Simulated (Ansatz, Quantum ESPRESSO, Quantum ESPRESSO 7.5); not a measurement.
# Conductance against width: vacuum gaps between two Rh(111) faces

How fast does transmission decay with width? The series: vacuum gaps between two Rh(111) faces.

Calculated with Quantum ESPRESSO 7.5; plane-wave DFT, PBEsol, GBRV ultrasoft pseudopotentials (cross-check by Ansatz 0.2.0 with PAW datasets).

This is a report of a sequence of runs, with most program output left out.

## 1. Starting point

The cell holds 18 atoms: 18 Rh. Its edges and angles: a = 2.708 Å, b = 2.708 Å, c = 41.091 Å, α = 90.0°, β = 90.0°, γ = 60.0°. It derives from Rh. Regions: left lead, 9 atoms (9 Rh); right lead, 9 atoms (9 Rh). The structure is stacked along c, and the current runs across the ab planes.

## 2. Self-consistent run, 3.5 Å

One periodic cell holds a stretch of lead, the junction and more lead; the atoms stay as built.

j0.scf.in reads:

```
&control
  prefix = 'j0.scf'
  outdir = './out'
  pseudo_dir = './pseudo'
  calculation = 'scf'
  tprnfor = .true.
/
&system
  ibrav = 0
  nat = 18
  ntyp = 1
  ecutwfc = 40
  ecutrho = 200
  occupations = 'smearing'
  smearing = 'mv'
  degauss = 0.01
/
&electrons
  conv_thr = 1e-07
  mixing_beta = 0.25
  electron_maxstep = 120
  mixing_mode = 'local-TF'
/
ATOMIC_SPECIES
  Rh  102.9055  rh_pbesol_v1.4.uspp.F.UPF
CELL_PARAMETERS angstrom
  2.70821897194448 0.00000000000000 0.00000000000000
  1.35410948597224 2.34538642871489 0.00000000000000
  0.00000000000000 0.00000000000000 41.09127602693654
ATOMIC_POSITIONS crystal
  Rh  0.000000000000 0.000000000000 0.000000000000
  Rh  0.333333333000 0.333333333000 0.053813162909
  Rh  0.666666667000 0.666666667000 0.107626325819
  Rh  0.000000000000 0.000000000000 0.161439488728
  Rh  0.333333333000 0.333333333000 0.215252651638
  Rh  0.666666667000 0.666666667000 0.269065814547
  Rh  0.000000000000 0.000000000000 0.322878977457
  Rh  0.333333333000 0.333333333000 0.376692140366
  Rh  0.666666667000 0.666666667000 0.430505303276
  Rh  0.000000000000 0.000000000000 0.515681533815
  Rh  0.333333333000 0.333333333000 0.569494696724
  Rh  0.666666667000 0.666666667000 0.623307859634
  Rh  0.000000000000 0.000000000000 0.677121022543
  Rh  0.333333333000 0.333333333000 0.730934185453
  Rh  0.666666667000 0.666666667000 0.784747348362
  Rh  0.000000000000 0.000000000000 0.838560511272
  Rh  0.333333333000 0.333333333000 0.892373674181
  Rh  0.666666667000 0.666666667000 0.946186837091
K_POINTS automatic
  10 10 1 0 0 0
```

The run is started by

```bash
> OMP_NUM_THREADS=1 mpirun -n 4 pw.x -nk 4 -in j0.scf.in > j0.scf.out
```

Run time: 3.8 min. Hardware: 4 MPI ranks of Arm Neoverse V1, shared host; peak memory 1.4 GiB.

Read from the output:

- free energy: -41915.6895 eV
- Fermi energy: 19.85 eV

The run needed 12 iterations to bring the estimated error under 1e-07 Ry; the largest force on any atom, held or free, is 0.37 eV/Å.

## 3. The open system, 3.5 Å

prefixt takes both regions from one run: the lead from 0 to bdl, the scattering region from bdl to bds (units of alat). ikind = 1 puts the same lead on both sides. The program's T_tot counts both spins in a run without spin; the tables below give T per spin.

j0.cond.in reads:

```
&inputcond
  outdir = './out'
  prefixt = 'j0.scf'
  tran_file = 'j0.cond.dat'
  bdl = 2.4494897417
  bds = 15.1728041402
  ikind = 1
  ewind = 4.0
  epsproj = 1e-05
  nz1 = 7
  energy0 = 0.4
  denergy = -0.4
/
10
  0.00000000 0.00000000 0.01562500
  0.00000000 0.12500000 0.09375000
  0.00000000 0.25000000 0.09375000
  0.00000000 0.37500000 0.09375000
  0.00000000 0.50000000 0.04687500
  0.12500000 0.25000000 0.09375000
  0.12500000 0.37500000 0.18750000
  0.12500000 0.50000000 0.18750000
  0.25000000 0.50000000 0.09375000
  0.25000000 0.62500000 0.09375000
3
```

The run is started by

```bash
> OMP_NUM_THREADS=1 mpirun -n 4 pwcond.x -in j0.cond.in > j0.cond.out
```

Run time: 64 s. Hardware: 4 MPI ranks; peak memory 0.28 GiB; 4.3 min of CPU time.

Numbers from this step:

```
lead channels at the Fermi level, one spin : 2.062
transmission at the Fermi level, one spin  : 0.8211
conductance                                : 0.8211 G₀
```

Per spin; mean over the k mesh across the current. The open channels, zone mean by energy, zero at the Fermi level:

| energy (eV) | open channels, zone mean |
| --- | --- |
| -0.400 | 1.59 |
| 0.000 | 2.06 |
| 0.400 | 1.69 |

Per spin; mean over the k mesh across the current. The transmission, zone mean by energy, zero at the Fermi level:

| energy (eV) | transmission, zone mean |
| --- | --- |
| -0.400 | 0.640 |
| 0.000 | 0.821 |
| 0.400 | 0.499 |

At 0.000 eV; k in fractions of b1, b2. Transmission by k point:

| k1 | k2 | weight | t | channels |
| --- | --- | --- | --- | --- |
| 0 | 0 | 0.01562 | 0.9461 | 3 |
| 0 | 0.125 | 0.09375 | 1.012 | 2 |
| 0 | 0.25 | 0.09375 | 0.8691 | 2 |
| 0 | 0.375 | 0.09375 | 0.5739 | 3 |
| 0 | 0.5 | 0.04688 | 0.5122 | 3 |
| 0.125 | 0.25 | 0.09375 | 0.9787 | 2 |
| 0.125 | 0.375 | 0.1875 | 0.841 | 2 |
| 0.125 | 0.5 | 0.1875 | 1.035 | 2 |
| 0.25 | 0.5 | 0.09375 | 0.5939 | 1 |
| 0.25 | 0.625 | 0.09375 | 0.5645 | 2 |

The run is unpolarised; a magnetic state was not tried, may lie lower and would change T.

## 4. Cross-check with Ansatz, 3.5 Å

As a check, the same structure is run in Ansatz.

Level of this step: plane-wave DFT, PBEsol, Ansatz PAW (Ansatz 0.2.0).

input.yaml reads:

```yaml
crystal:
  lattice:
    - [2.7082189719, 0.0, 0.0]
    - [1.354109486, 2.3453864287, 0.0]
    - [0.0, 0.0, 41.0912760269]
  atoms:
    - { symbol: Rh, position: [0.0, 0.0, 0.0] }
    - { symbol: Rh, position: [0.333333333, 0.333333333, 0.0538131629] }
    - { symbol: Rh, position: [0.666666667, 0.666666667, 0.1076263258] }
    - { symbol: Rh, position: [0.0, 0.0, 0.1614394887] }
    - { symbol: Rh, position: [0.333333333, 0.333333333, 0.2152526516] }
    - { symbol: Rh, position: [0.666666667, 0.666666667, 0.2690658145] }
    - { symbol: Rh, position: [0.0, 0.0, 0.3228789775] }
    - { symbol: Rh, position: [0.333333333, 0.333333333, 0.3766921404] }
    - { symbol: Rh, position: [0.666666667, 0.666666667, 0.4305053033] }
    - { symbol: Rh, position: [0.0, 0.0, 0.5156815338] }
    - { symbol: Rh, position: [0.333333333, 0.333333333, 0.5694946967] }
    - { symbol: Rh, position: [0.666666667, 0.666666667, 0.6233078596] }
    - { symbol: Rh, position: [0.0, 0.0, 0.6771210225] }
    - { symbol: Rh, position: [0.333333333, 0.333333333, 0.7309341855] }
    - { symbol: Rh, position: [0.666666667, 0.666666667, 0.7847473484] }
    - { symbol: Rh, position: [0.0, 0.0, 0.8385605113] }
    - { symbol: Rh, position: [0.333333333, 0.333333333, 0.8923736742] }
    - { symbol: Rh, position: [0.666666667, 0.666666667, 0.9461868371] }
kpoints:
  mp_grid: { grid: [10, 10, 1] }
hamiltonian:
  xc: pbesol
scf:
  occupations: { method: fermi_dirac, width: 0.1 }
  convergence: { dr2_threshold: 1.0e-08 }
output:
  transmission: { leads: [[0, 3]], e_range: [-0.4, 0.4], de: 0.4, kmesh: [8, 8] }
  write_potential: true
  write_density: true
  volumetric_format: npy
```

The run is started by

```bash
> ansatz run input.yaml --threads 4 --pin off --max-ram 16384MiB --backend cpu --events-out ev --progress --plain --runs-dir out
```

Run time: 19 s. Hardware: 4 threads; peak memory 1.3 GiB; 67 s of CPU time.

This step gave:

* free energy: -114096.0749 eV
* energy at zero smearing: -114095.6443 eV
* smearing term TS: 0.8611 eV
* Fermi energy: 20.78 eV
* symmetry operations: 12
* transmission at the Fermi level, one spin: 0.8022
* step of the lead's Hamiltonian over a period: 3.1 meV

Per spin; mean over the k mesh across the current. Table of transmission, zone mean by energy, zero at the Fermi level:

| energy (eV) | transmission, zone mean |
| --- | --- |
| -0.400 | 0.636 |
| 0.000 | 0.802 |
| 0.400 | 0.474 |

Per spin; mean over the k mesh across the current. Table of open channels, zone mean by energy, zero at the Fermi level:

| energy (eV) | open channels, zone mean |
| --- | --- |
| -0.400 | 1.59 |
| 0.000 | 2.06 |
| 0.400 | 1.69 |

Ansatz finds T = 0.802 against pwcond's 0.821.

## 5. SCF with pw.x, 4.5 Å

Level of this step: plane-wave DFT, PBEsol, GBRV ultrasoft pseudopotentials (Quantum ESPRESSO 7.5).

j1.scf.in reads:

```
&control
  prefix = 'j1.scf'
  outdir = './out'
  pseudo_dir = './pseudo'
  calculation = 'scf'
  tprnfor = .true.
/
&system
  ibrav = 0
  nat = 18
  ntyp = 1
  ecutwfc = 40
  ecutrho = 200
  occupations = 'smearing'
  smearing = 'mv'
  degauss = 0.01
/
&electrons
  conv_thr = 1e-07
  mixing_beta = 0.25
  electron_maxstep = 120
  mixing_mode = 'local-TF'
/
ATOMIC_SPECIES
  Rh  102.9055  rh_pbesol_v1.4.uspp.F.UPF
CELL_PARAMETERS angstrom
  2.70821897194448 0.00000000000000 0.00000000000000
  1.35410948597224 2.34538642871489 0.00000000000000
  0.00000000000000 0.00000000000000 42.09127602693654
ATOMIC_POSITIONS crystal
  Rh  0.000000000000 0.000000000000 0.000000000000
  Rh  0.333333333000 0.333333333000 0.052534675584
  Rh  0.666666667000 0.666666667000 0.105069351168
  Rh  0.000000000000 0.000000000000 0.157604026752
  Rh  0.333333333000 0.333333333000 0.210138702336
  Rh  0.666666667000 0.666666667000 0.262673377921
  Rh  0.000000000000 0.000000000000 0.315208053505
  Rh  0.333333333000 0.333333333000 0.367742729089
  Rh  0.666666667000 0.666666667000 0.420277404673
  Rh  0.000000000000 0.000000000000 0.527187919743
  Rh  0.333333333000 0.333333333000 0.579722595327
  Rh  0.666666667000 0.666666667000 0.632257270911
  Rh  0.000000000000 0.000000000000 0.684791946495
  Rh  0.333333333000 0.333333333000 0.737326622079
  Rh  0.666666667000 0.666666667000 0.789861297664
  Rh  0.000000000000 0.000000000000 0.842395973248
  Rh  0.333333333000 0.333333333000 0.894930648832
  Rh  0.666666667000 0.666666667000 0.947465324416
K_POINTS automatic
  10 10 1 0 0 0
```

The run is started by

```bash
> OMP_NUM_THREADS=1 mpirun -n 4 pw.x -nk 4 -in j1.scf.in > j1.scf.out
```

Wall time 4.5 min (4 MPI ranks); peak memory 1.4 GiB.

Read from the output:

* free energy: -41915.2861 eV
* Fermi energy: 19.25 eV

## 6. The open system, 4.5 Å

j1.cond.in, as its differences from the input of step 3:

```diff
@@ -2,6 +2,6 @@
   outdir = './out'
-  prefixt = 'j0.scf'
-  tran_file = 'j0.cond.dat'
+  prefixt = 'j1.scf'
+  tran_file = 'j1.cond.dat'
   bdl = 2.4494897417
-  bds = 15.1728041402
+  bds = 15.5420505011
   ikind = 1
```

The run is started by

```bash
> OMP_NUM_THREADS=1 mpirun -n 4 pwcond.x -in j1.cond.in > j1.cond.out
```

It took 66 s on 4 MPI ranks; peak memory 0.28 GiB; 4.4 min of CPU time.

Read from the output:

| Property | Result |
| --- | --- |
| transmission at the Fermi level, one spin | 0.2099 |
| conductance | 0.2099 G₀ |

Per spin; mean over the k mesh across the current. The transmission, zone mean by energy, zero at the Fermi level:

| energy (eV) | transmission, zone mean |
| --- | --- |
| -0.400 | 0.253 |
| 0.000 | 0.210 |
| 0.400 | 0.123 |

The run is unpolarised; a magnetic state was not tried, may lie lower and would change T.

T goes from 0.821 to 0.210, a factor of 3.9.

## 7. The same in Ansatz, 4.5 Å

Level of this step: plane-wave DFT, PBEsol, Ansatz PAW (Ansatz 0.2.0).

input.yaml reads:

```yaml
crystal:
  lattice:
    - [2.7082189719, 0.0, 0.0]
    - [1.354109486, 2.3453864287, 0.0]
    - [0.0, 0.0, 42.0912760269]
  atoms:
    - { symbol: Rh, position: [0.0, 0.0, 0.0] }
    - { symbol: Rh, position: [0.333333333, 0.333333333, 0.0525346756] }
    - { symbol: Rh, position: [0.666666667, 0.666666667, 0.1050693512] }
    - { symbol: Rh, position: [0.0, 0.0, 0.1576040268] }
    - { symbol: Rh, position: [0.333333333, 0.333333333, 0.2101387023] }
    - { symbol: Rh, position: [0.666666667, 0.666666667, 0.2626733779] }
    - { symbol: Rh, position: [0.0, 0.0, 0.3152080535] }
    - { symbol: Rh, position: [0.333333333, 0.333333333, 0.3677427291] }
    - { symbol: Rh, position: [0.666666667, 0.666666667, 0.4202774047] }
    - { symbol: Rh, position: [0.0, 0.0, 0.5271879197] }
    - { symbol: Rh, position: [0.333333333, 0.333333333, 0.5797225953] }
    - { symbol: Rh, position: [0.666666667, 0.666666667, 0.6322572709] }
    - { symbol: Rh, position: [0.0, 0.0, 0.6847919465] }
    - { symbol: Rh, position: [0.333333333, 0.333333333, 0.7373266221] }
    - { symbol: Rh, position: [0.666666667, 0.666666667, 0.7898612977] }
    - { symbol: Rh, position: [0.0, 0.0, 0.8423959732] }
    - { symbol: Rh, position: [0.333333333, 0.333333333, 0.8949306488] }
    - { symbol: Rh, position: [0.666666667, 0.666666667, 0.9474653244] }
kpoints:
  mp_grid: { grid: [10, 10, 1] }
hamiltonian:
  xc: pbesol
scf:
  occupations: { method: fermi_dirac, width: 0.1 }
  convergence: { dr2_threshold: 1.0e-08 }
output:
  transmission: { leads: [[0, 3]], e_range: [-0.4, 0.4], de: 0.4, kmesh: [8, 8] }
  write_potential: true
  write_density: true
  volumetric_format: npy
  elf: true
```

The run is started by

```bash
> ansatz run input.yaml --threads 4 --pin off --max-ram 16384MiB --backend cpu --events-out ev --progress --plain --runs-dir out
```

Run time: 20 s. Hardware: 4 threads; peak memory 1.4 GiB; 73 s of CPU time.

Numbers from this step:

```
free energy                                  : -114095.6828 eV
energy at zero smearing                      : -114095.2473 eV
smearing term TS                             : 0.8710 eV
Fermi energy                                 : 20.17 eV
transmission at the Fermi level, one spin    : 0.1980
step of the lead's Hamiltonian over a period : 4.4 meV
```

Per spin; mean over the k mesh across the current. Transmission, zone mean against energy, zero at the Fermi level:

| energy (eV) | transmission, zone mean |
| --- | --- |
| -0.400 | 0.244 |
| 0.000 | 0.198 |
| 0.400 | 0.121 |

Ansatz finds T = 0.198 against pwcond's 0.210.

## 8. SCF with pw.x, 5.5 Å

Level of this step: plane-wave DFT, PBEsol, GBRV ultrasoft pseudopotentials (Quantum ESPRESSO 7.5).

j2.scf.in reads:

```
&control
  prefix = 'j2.scf'
  outdir = './out'
  pseudo_dir = './pseudo'
  calculation = 'scf'
  tprnfor = .true.
/
&system
  ibrav = 0
  nat = 18
  ntyp = 1
  ecutwfc = 40
  ecutrho = 200
  occupations = 'smearing'
  smearing = 'mv'
  degauss = 0.01
/
&electrons
  conv_thr = 1e-07
  mixing_beta = 0.25
  electron_maxstep = 120
  mixing_mode = 'local-TF'
/
ATOMIC_SPECIES
  Rh  102.9055  rh_pbesol_v1.4.uspp.F.UPF
CELL_PARAMETERS angstrom
  2.70821897194448 0.00000000000000 0.00000000000000
  1.35410948597224 2.34538642871489 0.00000000000000
  0.00000000000000 0.00000000000000 43.09127602693654
ATOMIC_POSITIONS crystal
  Rh  0.000000000000 0.000000000000 0.000000000000
  Rh  0.333333333000 0.333333333000 0.051315526828
  Rh  0.666666667000 0.666666667000 0.102631053655
  Rh  0.000000000000 0.000000000000 0.153946580483
  Rh  0.333333333000 0.333333333000 0.205262107310
  Rh  0.666666667000 0.666666667000 0.256577634138
  Rh  0.000000000000 0.000000000000 0.307893160966
  Rh  0.333333333000 0.333333333000 0.359208687793
  Rh  0.666666667000 0.666666667000 0.410524214621
  Rh  0.000000000000 0.000000000000 0.538160258551
  Rh  0.333333333000 0.333333333000 0.589475785379
  Rh  0.666666667000 0.666666667000 0.640791312207
  Rh  0.000000000000 0.000000000000 0.692106839034
  Rh  0.333333333000 0.333333333000 0.743422365862
  Rh  0.666666667000 0.666666667000 0.794737892690
  Rh  0.000000000000 0.000000000000 0.846053419517
  Rh  0.333333333000 0.333333333000 0.897368946345
  Rh  0.666666667000 0.666666667000 0.948684473172
K_POINTS automatic
  10 10 1 0 0 0
```

The run is started by

```bash
> OMP_NUM_THREADS=1 mpirun -n 4 pw.x -nk 4 -in j2.scf.in > j2.scf.out
```

Run time: 4.6 min. Hardware: 4 MPI ranks; peak memory 1.4 GiB.

This step gave:

```
free energy  : -41915.2119 eV
Fermi energy : 18.69 eV
```

## 9. Transmission with pwcond.x, 5.5 Å

j2.cond.in, as its differences from the input of step 6:

```diff
@@ -2,6 +2,6 @@
   outdir = './out'
-  prefixt = 'j1.scf'
-  tran_file = 'j1.cond.dat'
+  prefixt = 'j2.scf'
+  tran_file = 'j2.cond.dat'
   bdl = 2.4494897417
-  bds = 15.5420505011
+  bds = 15.9112968620
   ikind = 1
```

The run is started by

```bash
> OMP_NUM_THREADS=1 mpirun -n 4 pwcond.x -in j2.cond.in > j2.cond.out
```

Elapsed: 73 s, on 4 MPI ranks; peak memory 0.29 GiB.

Numbers from this step:

| Property | Result |
| --- | --- |
| transmission at the Fermi level, one spin | 0.02422 |
| conductance | 0.02422 G₀ |

Per spin; mean over the k mesh across the current. The transmission, zone mean by energy, zero at the Fermi level:

| energy (eV) | transmission, zone mean |
| --- | --- |
| -0.400 | 0.0301 |
| 0.000 | 0.0242 |
| 0.400 | 0.0213 |

At 0.000 eV; k in fractions of b1, b2. Transmission by k point:

| k1 | k2 | weight | t | channels |
| --- | --- | --- | --- | --- |
| 0 | 0 | 0.01562 | 0.2079 | 3 |
| 0 | 0.125 | 0.09375 | 0.0803 | 2 |
| 0 | 0.25 | 0.09375 | 0.02896 | 2 |
| 0 | 0.375 | 0.09375 | 0.005695 | 3 |
| 0 | 0.5 | 0.04688 | 0.001224 | 3 |
| 0.125 | 0.25 | 0.09375 | 0.05041 | 2 |
| 0.125 | 0.375 | 0.1875 | 0.01692 | 2 |
| 0.125 | 0.5 | 0.1875 | 0.008987 | 2 |
| 0.25 | 0.5 | 0.09375 | 0.004432 | 1 |
| 0.25 | 0.625 | 0.09375 | 0.001474 | 2 |

The run is unpolarised; a magnetic state was not tried, may lie lower and would change T.

T goes from 0.210 to 0.0242, a factor of 8.7.

## 10. Cross-check with Ansatz, 5.5 Å

Level of this step: plane-wave DFT, PBEsol, Ansatz PAW (Ansatz 0.2.0).

input.yaml reads:

```yaml
crystal:
  lattice:
    - [2.7082189719, 0.0, 0.0]
    - [1.354109486, 2.3453864287, 0.0]
    - [0.0, 0.0, 43.0912760269]
  atoms:
    - { symbol: Rh, position: [0.0, 0.0, 0.0] }
    - { symbol: Rh, position: [0.333333333, 0.333333333, 0.0513155268] }
    - { symbol: Rh, position: [0.666666667, 0.666666667, 0.1026310537] }
    - { symbol: Rh, position: [0.0, 0.0, 0.1539465805] }
    - { symbol: Rh, position: [0.333333333, 0.333333333, 0.2052621073] }
    - { symbol: Rh, position: [0.666666667, 0.666666667, 0.2565776341] }
    - { symbol: Rh, position: [0.0, 0.0, 0.307893161] }
    - { symbol: Rh, position: [0.333333333, 0.333333333, 0.3592086878] }
    - { symbol: Rh, position: [0.666666667, 0.666666667, 0.4105242146] }
    - { symbol: Rh, position: [0.0, 0.0, 0.5381602586] }
    - { symbol: Rh, position: [0.333333333, 0.333333333, 0.5894757854] }
    - { symbol: Rh, position: [0.666666667, 0.666666667, 0.6407913122] }
    - { symbol: Rh, position: [0.0, 0.0, 0.692106839] }
    - { symbol: Rh, position: [0.333333333, 0.333333333, 0.7434223659] }
    - { symbol: Rh, position: [0.666666667, 0.666666667, 0.7947378927] }
    - { symbol: Rh, position: [0.0, 0.0, 0.8460534195] }
    - { symbol: Rh, position: [0.333333333, 0.333333333, 0.8973689463] }
    - { symbol: Rh, position: [0.666666667, 0.666666667, 0.9486844732] }
kpoints:
  mp_grid: { grid: [10, 10, 1] }
hamiltonian:
  xc: pbesol
scf:
  occupations: { method: fermi_dirac, width: 0.1 }
  convergence: { dr2_threshold: 1.0e-08 }
output:
  transmission: { leads: [[0, 3]], e_range: [-0.4, 0.4], de: 0.4, kmesh: [8, 8] }
  write_potential: true
  write_density: true
  volumetric_format: npy
  elf: true
```

The run is started by

```bash
> ansatz run input.yaml --threads 4 --pin off --max-ram 16384MiB --backend cpu --events-out ev --progress --plain --runs-dir out
```

Wall time 23 s (4 threads); peak memory 1.4 GiB.

Numbers from this step:

| Item | Value |
| --- | --- |
| free energy | -114095.6107 eV |
| energy at zero smearing | -114095.1754 eV |
| smearing term TS | 0.8706 eV |
| Fermi energy | 19.58 eV |
| transmission at the Fermi level, one spin | 0.02446 |
| step of the lead's Hamiltonian over a period | 5 meV |

Per spin; mean over the k mesh across the current. The transmission, zone mean by energy, zero at the Fermi level:

| energy (eV) | transmission, zone mean |
| --- | --- |
| -0.400 | 0.0291 |
| 0.000 | 0.0245 |
| 0.400 | 0.0219 |

Ansatz finds T = 0.0245 against pwcond's 0.0242.

[end of part 1 of 2]

[Logs are printed without paths, hosts, clocks, repeated set-up lines and the standing remarks that a program may print on its own settings, such as how far it seeks lower states.]

[Hosts, paths, dates, database ids (printed as entryN), source tags and the programs' standing remarks are cut or masked in the printed files.]

[Maps of the electrostatic potential energy from Ansatz leave out the sawtooth potential of an applied field or a dipole correction, so their vacuum need not be flat; planar profiles and work functions include it.]
